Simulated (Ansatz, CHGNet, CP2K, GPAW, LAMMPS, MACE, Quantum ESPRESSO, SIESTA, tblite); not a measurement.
# Amorphous polyacrylonitrile (as short chains C14N4H18) at 360 K (108 atoms) in SIESTA

Aim: run amorphous polyacrylonitrile (as short chains C14N4H18) at 360 K (108 atoms) in SIESTA and see how near its forces come to a plane-wave reference, and at what cost.

Program: SIESTA 5.4.2. Level of theory: the method is named at each step. Results are calculated unless marked as measured.

## Step 1: The structure

The cell holds 108 atoms: 42 C, 12 N and 54 H. Its edges and angles: a = 10.346 Å, b = 10.346 Å, c = 10.346 Å, α = 90.0°, β = 90.0°, γ = 90.0°. 3 polyacrylonitrile chains of 4 units with methyl end groups placed at random, at 1.09 g/cm³; overlaps pushed apart, then 20 ps at 800 K with MMFF94 bonds, angles, torsions, charges and radii (Halgren, J. Comput. Chem. 17, 490 (1996)) in harmonic and 12-6 forms. Snapshot after 30 ps at 360 K and fixed volume.

The yardstick, on the same geometry:

| Quantity | Value |
| --- | --- |
| method | Kohn-Sham DFT, PBE, PAW, plane waves (Ansatz 0.2.0); cutoff 420 eV, Γ point, fermi-dirac smearing of 0.05 eV; PAW set soft_2 |
| r.m.s. force component | 1.196 eV/Å |
| longest force | 5.414 eV/Å |
| pressure | 3.184 GPa |
| gap (highest filled to lowest empty level) | 5.883 eV |
| SCF cycles | 10 |
| time | 9.2 s on 4 threads of Arm Neoverse V2, shared host |
| CPU time | 33 s |

## Step 2: PBE, DZP, shift 0.01 Ry, mesh 500 Ry

Method: Kohn-Sham DFT, PBE, PseudoDojo 0.4.1 norm-conserving pseudopotentials (converted to PSML), numerical atomic orbitals (DZP), diagonalisation.

The .psml files are PseudoDojo norm-conserving potentials that we converted to this format, checked against plane waves on the same files for H, C, O, Si, Ge and Ca alone.

input.fdf reads:

```
SystemLabel cell
NumberOfAtoms 108
NumberOfSpecies 3
%block ChemicalSpeciesLabel
  1 6 C
  2 7 N
  3 1 H
%endblock ChemicalSpeciesLabel
LatticeConstant 1.0 Ang
%block LatticeVectors
  10.34621 0.00000 0.00000
  0.00000 10.34621 0.00000
  0.00000 0.00000 10.34621
%endblock LatticeVectors
PAO.BasisSize DZP
PAO.EnergyShift 0.01 Ry
XC.Functional GGA
XC.Authors PBE
MeshCutoff 500 Ry
%block kgrid_Monkhorst_Pack
  1 0 0 0.0
  0 1 0 0.0
  0 0 1 0.0
%endblock kgrid_Monkhorst_Pack
SolutionMethod diagon
OccupationFunction FD
ElectronicTemperature 580 K
SCF.Mixer.Method Pulay
SCF.Mixer.Weight 0.15
SCF.Mixer.History 8
SCF.Mix Hamiltonian
MaxSCFIterations 300
SCF.DM.Tolerance 1e-04
SCF.H.Tolerance 1.0e-3 eV
WriteForces T
Write.HirshfeldPop T
Write.VoronoiPop T
Write.DM F
Write.H F
XML.Write F
AtomicCoordinatesFormat Fractional
%block AtomicCoordinatesAndAtomicSpecies
  0.07060 0.70091 0.35933 1
  0.16266 0.62867 0.26624 1
  0.26048 0.72437 0.21704 1
  0.21981 0.77282 0.08786 1
  0.19147 0.82295 0.99055 2
  0.39845 0.66595 0.21973 1
  0.44576 0.56826 0.12032 1
  0.46304 0.63946 0.00043 1
  0.44865 0.70140 0.91164 2
  0.34655 0.45528 0.10850 1
  0.41904 0.33119 0.07886 1
  0.51480 0.29506 0.18332 1
  0.56874 0.24359 0.26987 2
  0.31649 0.23395 0.07509 1
  0.33694 0.10508 0.00700 1
  0.42463 0.02356 0.08391 1
  0.49676 0.96207 0.14200 2
  0.39331 0.10632 0.87539 1
  0.11640 0.72849 0.44654 3
  0.98818 0.64727 0.37847 3
  0.02938 0.78661 0.30469 3
  0.20108 0.55876 0.32880 3
  0.11738 0.57585 0.18664 3
  0.26025 0.81430 0.28255 3
  0.39749 0.61433 0.30630 3
  0.46284 0.74253 0.25108 3
  0.52872 0.53520 0.15971 3
  0.29087 0.44844 0.19067 3
  0.27579 0.48210 0.04944 3
  0.46884 0.33262 0.98681 3
  0.23027 0.27498 0.01918 3
  0.27835 0.22210 0.17475 3
  0.24755 0.05779 0.99483 3
  0.41571 0.21017 0.84376 3
  0.48191 0.05094 0.86747 3
  0.31375 0.06611 0.81126 3
  0.16763 0.48728 0.61394 1
  0.13483 0.50521 0.76172 1
  0.01849 0.59049 0.77151 1
  0.04755 0.71410 0.71032 1
  0.07538 0.81516 0.66557 2
  0.96962 0.61416 0.91252 1
  0.82805 0.65126 0.91266 1
  0.74225 0.54695 0.87583 1
  0.67420 0.46406 0.85243 2
  0.80015 0.70554 0.04383 1
  0.86510 0.84036 0.08343 1
  0.80744 0.87406 0.20790 1
  0.76474 0.88545 0.30848 2
  0.82432 0.94529 0.98433 1
  0.85387 0.09046 0.01656 1
  0.96835 0.13651 0.93432 1
  0.05531 0.17922 0.87345 2
  0.74126 0.17799 0.98926 1
  0.24336 0.55204 0.59036 3
  0.20448 0.38731 0.60313 3
[... 48 atom lines left out ...]
  0.37145 0.90411 0.65748 3
  0.35809 0.71086 0.52784 3
  0.52300 0.73035 0.47477 3
  0.48817 0.68599 0.64375 3
%endblock AtomicCoordinatesAndAtomicSpecies
```

The run is started by

```console
> OMP_NUM_THREADS=1 mpirun -np 2 siesta < input.fdf > output.txt
```

The log of the run:

```text
Version         : 5.4.2
reinit: System Name:
reinit: System Label: cell
initatom: Reading input for the pseudopotentials and atomic orbitals ----------
Species number:   1 Atomic number:    6 Label: C
Species number:   2 Atomic number:    7 Label: N
Species number:   3 Atomic number:    1 Label: H
Ground state valence configuration (from tables):   2s02  2p02  3d00  4f00
Ground state valence configuration (from tables):   2s02  2p03  3d00  4f00
Ground state valence configuration (from tables):   1s01  2p00  3d00  4f00
---- Processing specs for species: C
GGA--PBE XC_GGA_X_PBE--XC_GGA_C_PBE pb
---- Processing specs for species: N
GGA--PBE XC_GGA_X_PBE--XC_GGA_C_PBE pb
---- Processing specs for species: H
GGA--PBE XC_GGA_X_PBE--XC_GGA_C_PBE pb
C pseudopotential only contains V_ls up to l=1 -- lmxkb reset.
N pseudopotential only contains V_ls up to l=1 -- lmxkb reset.
H pseudopotential only contains V_ls up to l=1 -- lmxkb reset.
Using PAO.SplitTailNorm
%block ChemicalSpeciesLabel
    1    6 C                       # Species index, atomic number, species label
    2    7 N                       # Species index, atomic number, species label
    3    1 H                       # Species index, atomic number, species label
%endblock ChemicalSpeciesLabel
%block PAO.Basis                 # Define Basis set
C                     2                    # Species label, number of l-shells
 n=2   0   2                         # n, l, Nzeta
   4.484      3.048
   1.000      1.000
 n=2   1   2 P   1                   # n, l, Nzeta, Polarization, NzetaPol
   5.436      3.692
   1.000      1.000
N                     2                    # Species label, number of l-shells
 n=2   0   2                         # n, l, Nzeta
   3.944      2.617
   1.000      1.000
 n=2   1   2 P   1                   # n, l, Nzeta, Polarization, NzetaPol
   4.781      3.167
   1.000      1.000
H                     1                    # Species label, number of l-shells
 n=1   0   2 P   1                   # n, l, Nzeta, Polarization, NzetaPol
   5.233      3.529
   1.000      1.000
%endblock PAO.Basis
coor:   Atomic-coordinates input format  =     Fractional
siesta: System type = bulk
initatomlists: Number of atoms, orbitals, and projectors:    108   972   702
siesta: ******************** Simulation parameters ****************************
Total number of electrons:   282.000000
Total ionic charge:   282.000000
 Kpoints in:            1 . Kpoints trimmed:            1
siesta: k-grid: Number of k-points = 1
siesta: k-points from Monkhorst-Pack grid
siesta: k-cutoff (effective) =     5.173 Ang
siesta: k-point supercell and displacements
siesta: k-grid:     1     0     0      0.000
siesta: k-grid:     0     1     0      0.000
siesta: k-grid:     0     0     1      0.000
                     ====================================
                        Single-point calculation
                     ====================================
outcell: Unit cell vectors (Ang):
       10.346210    0.000000    0.000000
        0.000000   10.346210    0.000000
        0.000000    0.000000   10.346210
outcell: Cell vector modules (Ang)   :   10.346210   10.346210   10.346210
outcell: Cell angles (23,13,12) (deg):     90.0000     90.0000     90.0000
outcell: Cell volume (Ang**3)        :   1107.5003
Gamma-point calculation with multiply-connected orbital pairs
Gamma-point calculation with multiply-connected orbital pairs
Folding of H and S implicitly performed
Folding of H and S implicitly performed
new_DM -- step:     1
Initializing Density Matrix...
Attempting to read DM from file... Failed...
DM filled with atomic data:
InitMesh: MESH = 144 x 144 x 144 = 2985984
InitMesh: Mesh cutoff (required, used) =   500.000   535.383 Ry
stepf: Fermi-Dirac step function
        iscf     Eharris(eV)        E_KS(eV)     FreeEng(eV)     dDmax    Ef(eV) dHmax(eV)
   scf:    1   -11150.547562   -11080.482975   -11080.482975  1.946438 -4.232292  7.106922
   scf:    2   -11103.499670   -11093.563527   -11093.563527  0.059220 -3.685837  4.792262
   scf:    3   -11102.710326   -11099.797975   -11099.797975  0.092236 -5.031320  1.335761
   scf:    4   -11101.170906   -11100.725490   -11100.725490  0.040523 -6.791643  0.470896
   scf:    5   -11100.951585   -11100.858313   -11100.858313  0.014469 -6.641154  0.169593
   scf:    6   -11100.890816   -11100.879442   -11100.879442  0.004536 -6.615666  0.094515
[...]
scf:   10   -11100.887034   -11100.887004   -11100.887004  0.000299 -6.611807  0.002452
   scf:   11   -11100.887013   -11100.887009   -11100.887009  0.000106 -6.611226  0.001434
   scf:   12   -11100.887011   -11100.887010   -11100.887010  0.000049 -6.611045  0.000923
SCF Convergence by DM+H criterion
max |DM_out - DM_in|         :     0.0000488804
max |H_out - H_in|      (eV) :     0.0009229629
SCF cycle converged after 12 iterations
Using DM_out to compute the final energy and forces
siesta: E_KS(eV) =           -11100.8870
siesta: E_KS - E_eggbox =    -11100.8870
siesta: Atomic forces (eV/Ang):
     1    0.129698    1.338819   -3.853584
     2   -1.978503    1.630027    0.675265
     3    0.949430    0.589879   -0.715856
     4    0.904812   -0.167253    1.935569
     5   -0.614413    0.589113   -1.619934
     6   -0.619163    1.369425   -0.188836
[...]
106   -0.270515    0.016674   -0.025916
   107    0.000971   -0.236638    0.254235
   108   -0.225940    0.233872   -0.391254
----------------------------------------
   Tot   -0.000767    0.001181   -0.002178
----------------------------------------
   Max    6.272298
   Res    1.573835    sqrt( Sum f_i^2 / 3N )
----------------------------------------
   Max    6.272298    constrained
Stress tensor Voigt[x,y,z,yz,xz,xy] (kbar):      -77.84      -61.30      -73.32        3.50       -6.84        1.96
(Free)E + p*V (eV/cell)   -11051.9341
Target enthalpy (eV/cell)   -11100.8870
siesta: Program's energy decomposition (eV):
siesta: Ebs     =     -3758.276589
siesta: Eions   =     18938.257983
siesta: Ena     =      4984.491052
siesta: Ekin    =      7720.444241
siesta: Enl     =      -634.035677
siesta: DEna    =      -322.051710
siesta: DUscf   =        32.977115
siesta: Ex      =     -3625.857338
siesta: Ec      =      -318.596711
siesta: Exc     =     -3944.454048
siesta: Eharris =    -11100.887011
siesta: Etot    =    -11100.887010
siesta: FreeEng =    -11100.887010
siesta: Final energy (eV):
siesta:  Band Struct. =   -3758.276589
siesta:       Kinetic =    7720.444241
siesta:       Hartree =    5953.503179
siesta:         Exch. =   -3625.857338
siesta:         Corr. =    -318.596711
siesta:   Exch.-corr. =   -3944.454048
siesta:  Ion-electron =  -18961.110574
siesta:       Ion-ion =   -1869.269808
siesta:         Total =  -11100.887010
siesta:         Fermi =      -6.611045
siesta: Stress tensor (static) (eV/Ang**3):
siesta:    -0.048583    0.001226   -0.004272
siesta:     0.001226   -0.038259    0.002183
siesta:    -0.004272    0.002183   -0.045762
siesta: Cell volume =       1107.500338 Ang**3
siesta: Pressure (static):
siesta:                Solid            Molecule  Units
siesta:           0.00048141          0.00074686  Ry/Bohr**3
siesta:           0.04420129          0.06857322  eV/Ang**3
siesta:          70.81827548        109.86640389  kBar
    Orbital volume contribution        =          32.841223 eV
    (Free)E + p_basis*V_orbitals       =      -11068.045787 eV
    (Free)Eharris+ p_basis*V_orbitals  =      -11068.045788 eV
Hirshfeld Atomic Populations:
Atom #   charge [q] valence [e]  Species
     1    -0.085263    4.085263  C
     2    -0.035431    4.035431  C
     3     0.043177    3.956823  C
     4     0.084908    3.915092  C
     5    -0.148884    5.148884  N
     6    -0.034763    4.034763  C
     7     0.028879    3.971121  C
[...]
9    -0.178649    5.178649  N
[...]
13    -0.153468    5.153468  N
[...]
17    -0.183616    5.183616  N
[...]
19     0.017747    0.982253  H
    20     0.023881    0.976119  H
    21     0.010210    0.989790  H
    22     0.025480    0.974520  H
    23     0.026195    0.973805  H
    24     0.039980    0.960020  H
[...]
41    -0.154758    5.154758  N
[...]
45    -0.162859    5.162859  N
[...]
--------------------
 Total    -0.000002
Voronoi Atomic Populations:
Atom #   charge [q] valence [e]  Species
[...]
81    -0.161643    5.161643  N
[...]
85    -0.160738    5.160738  N
[...]
87     0.027789    3.972211  C
    88     0.064506    3.935494  C
    89    -0.178308    5.178308  N
    90    -0.005410    4.005410  C
[...]
106     0.005339    0.994661  H
   107     0.017791    0.982209  H
   108     0.025979    0.974021  H
--------------------
 Total    -0.000002
```

The job ended after 1.7 min (2 MPI ranks of Arm Neoverse V2, shared host; peak memory 1.7 GiB; 3.5 min of CPU time).

Banners, paths, timers and routine set-up lines are dropped from the logs unmarked, and long logs keep their key lines alone; longer cuts are marked.

Compared with the plane-wave run:

```yaml
r_m_s_force_component: 1.574 eV/Å
r_m_s_difference_of_force_components: 758.5 meV/Å
longest_difference_of_force_vectors: 3482 meV/Å
force_difference_over_r_m_s_force: 63.42 %
slope_of_forces_against_the_reference_s: 1.165
correlation_of_force_components: 0.8851
spacing_of_highest_filled_and_lowest_empty_level: 6.036 eV
gap_difference: 0.1525 eV
pressure: 7.082 GPa
pressure_difference: 3.897 GPa
```

This run lies far from the reference in forces at the same functional.

Length of the force difference by element (eV/Å):

| element | atoms | mean | most |
| --- | --- | --- | --- |
| C | 42 | 0.95 | 2.8 |
| H | 54 | 0.69 | 1.0 |
| N | 12 | 2.8 | 3.5 |

Levels nearest the highest filled one (eV from it): -0.55, -0.52, -0.45, -0.38, -0.34, -0.33, -0.26, -0.23, -0.18, -0.14, -0.09, 0.00, 6.04, 6.14, 6.18, 6.32, 6.40, 6.45, 6.52, 6.53, 6.56, 6.66, 6.75, 6.78.

Local excerpt of 9 atoms (numbers count through the whole input) about N49, one of the 12 N atoms; x, y, z are measured from there.

| atom | x | y | z | distance (Å) | bonds | Hirshfeld charge (e) | Fx | Fy | Fz (eV/Å) |
| --- | --- | --- | --- | --- | --- | --- | --- | --- | --- |
| N49 | 0.00 | 0.00 | 0.00 | 0.00 | 1 | -0.19 | -2.57 | 0.96 | 5.84 |
| C48 | 0.44 | -0.12 | -1.04 | 1.14 | 2 | 0.08 | 2.60 | -1.02 | -4.86 |
| C47 | 1.04 | -0.47 | -2.33 | 2.59 | 4 | 0.04 | -0.25 | -0.80 | -1.05 |
| H21 | 2.74 | -1.02 | -0.04 | 2.92 | 1 | 0.01 | 0.37 | -0.06 | 0.69 |
| H104 | -2.33 | 1.39 | 1.45 | 3.07 | 1 | 0.03 | 0.15 | -0.43 | -0.59 |
| H97 | 1.53 | 1.75 | 2.05 | 3.10 | 1 | 0.04 | 0.66 | 0.61 | -0.04 |
| H66 | 2.14 | -0.55 | -2.22 | 3.13 | 1 | 0.02 | 0.11 | 0.15 | 0.05 |
| H65 | -0.66 | -1.70 | -2.75 | 3.30 | 1 | 0.02 | -3.23 | 0.77 | 0.43 |
| C46 | 0.37 | -1.86 | -2.74 | 3.33 | 4 | -0.03 | 1.31 | 0.56 | 0.65 |

Forces lie 63 % from the reference's, at 6.4 times its CPU time (on 2 against 4 cores).

The difference per atom is largest on N (2.8 eV/Å on average, against 0.95 on C).

## Step 3: PBE, SZP, shift 0.01 Ry, mesh 500 Ry

Method: Kohn-Sham DFT, PBE, PseudoDojo 0.4.1 norm-conserving pseudopotentials (converted to PSML), numerical atomic orbitals (SZP), diagonalisation.

Edit input.fdf of step 2 so:

```diff
@@ -14,3 +14,3 @@
 %endblock LatticeVectors
-PAO.BasisSize DZP
+PAO.BasisSize SZP
 PAO.EnergyShift 0.01 Ry
```

The log of the run:

```text
Version         : 5.4.2
reinit: System Name:
reinit: System Label: cell
initatom: Reading input for the pseudopotentials and atomic orbitals ----------
Species number:   1 Atomic number:    6 Label: C
Species number:   2 Atomic number:    7 Label: N
Species number:   3 Atomic number:    1 Label: H
Ground state valence configuration (from tables):   2s02  2p02  3d00  4f00
Ground state valence configuration (from tables):   2s02  2p03  3d00  4f00
Ground state valence configuration (from tables):   1s01  2p00  3d00  4f00
---- Processing specs for species: C
GGA--PBE XC_GGA_X_PBE--XC_GGA_C_PBE pb
---- Processing specs for species: N
GGA--PBE XC_GGA_X_PBE--XC_GGA_C_PBE pb
---- Processing specs for species: H
GGA--PBE XC_GGA_X_PBE--XC_GGA_C_PBE pb
[... lines left out ...]
stepf: Fermi-Dirac step function
        iscf     Eharris(eV)        E_KS(eV)     FreeEng(eV)     dDmax    Ef(eV) dHmax(eV)
[... lines left out ...]
SCF Convergence by DM+H criterion
[... lines left out ...]
SCF cycle converged after 11 iterations
[... lines left out ...]
   Max    9.993591
[... lines left out ...]
   Max    9.993591    constrained
Stress tensor Voigt[x,y,z,yz,xz,xy] (kbar):     -128.55     -112.19     -158.78       16.14      -21.30      -15.13
[... lines left out ...]
siesta: FreeEng =    -11028.055261
siesta: Final energy (eV):
siesta:  Band Struct. =   -3937.841759
siesta:       Kinetic =    7330.278727
siesta:       Hartree =    5680.120373
siesta:         Exch. =   -3536.837760
siesta:         Corr. =    -320.768599
siesta:   Exch.-corr. =   -3857.606360
siesta:  Ion-electron =  -18311.578194
siesta:       Ion-ion =   -1869.269808
siesta:         Total =  -11028.055261
siesta:         Fermi =      -6.151310
siesta: Stress tensor (static) (eV/Ang**3):
siesta:    -0.080235   -0.009445   -0.013297
siesta:    -0.009445   -0.070024    0.010074
siesta:    -0.013297    0.010074   -0.099100
siesta: Cell volume =       1107.500338 Ang**3
siesta: Pressure (static):
siesta:                Solid            Molecule  Units
siesta:           0.00090528          0.00135320  Ry/Bohr**3
siesta:           0.08311940          0.12424528  eV/Ang**3
siesta:         133.17196572        199.06287764  kBar
    Orbital volume contribution        =          27.981253 eV
    (Free)E + p_basis*V_orbitals       =      -11000.074008 eV
    (Free)Eharris+ p_basis*V_orbitals  =      -11000.074010 eV
Hirshfeld Atomic Populations:
Atom #   charge [q] valence [e]  Species
     1    -0.103914    4.103914  C
     2    -0.049425    4.049425  C
     3     0.035172    3.964828  C
[...]
5    -0.127485    5.127485  N
[...]
9    -0.151246    5.151246  N
[...]
13    -0.133096    5.133096  N
[...]
19     0.023570    0.976430  H
    20     0.033608    0.966392  H
    21     0.015433    0.984567  H
[...]
--------------------
 Total    -0.000006
Voronoi Atomic Populations:
Atom #   charge [q] valence [e]  Species
[...]
85    -0.150174    5.150174  N
[...]
88     0.056576    3.943424  C
    89    -0.170704    5.170704  N
    90     0.027775    3.972225  C
[...]
107     0.003998    0.996002  H
   108     0.015260    0.984740  H
--------------------
 Total    -0.000006
```

The job ended after 84 s (2 MPI ranks; peak memory 1.6 GiB).

Numbers from this run, and their distance from the reference:

```
r.m.s. force component                           : 2.485 eV/Å
r.m.s. difference of force components            : 1948 meV/Å
longest difference of force vectors              : 8038 meV/Å
force difference over r.m.s. force               : 162.9 %
slope of forces against the reference's          : 1.332
correlation of force components                  : 0.6411
gap (highest filled to lowest empty level) : 6.223 eV
gap difference                                   : 0.3395 eV
pressure                                         : 13.32 GPa
pressure difference                              : 10.13 GPa
```

This is a coarse setting, run to see what it loses.

Against the first run (63 %), the force difference from the reference is 163 %, at 0.80 times the CPU time, with 702 basis functions against 972: the smaller basis costs accuracy.

The difference per atom is largest on N (7.0 eV/Å on average, against 2.6 on C).

[end of part 1 of 2]

[Also dropped from logs without a mark: logging warnings of Python, and SIESTA's first energy breakdown and zero terms.]

[Logs are printed without paths, hosts, clocks, repeated set-up lines and the standing remarks that a program may print on its own settings, such as how far it seeks lower states.]

[Hosts, paths, dates, database ids (printed as entryN), source tags and the programs' standing remarks are cut or masked in the printed files.]

[The MMFF94 radii named for the starting cell were scaled by 0.96; in molecules described by MMFF94, hydrogen bound to N, O or S took a small fixed 12-6 site in their place.]
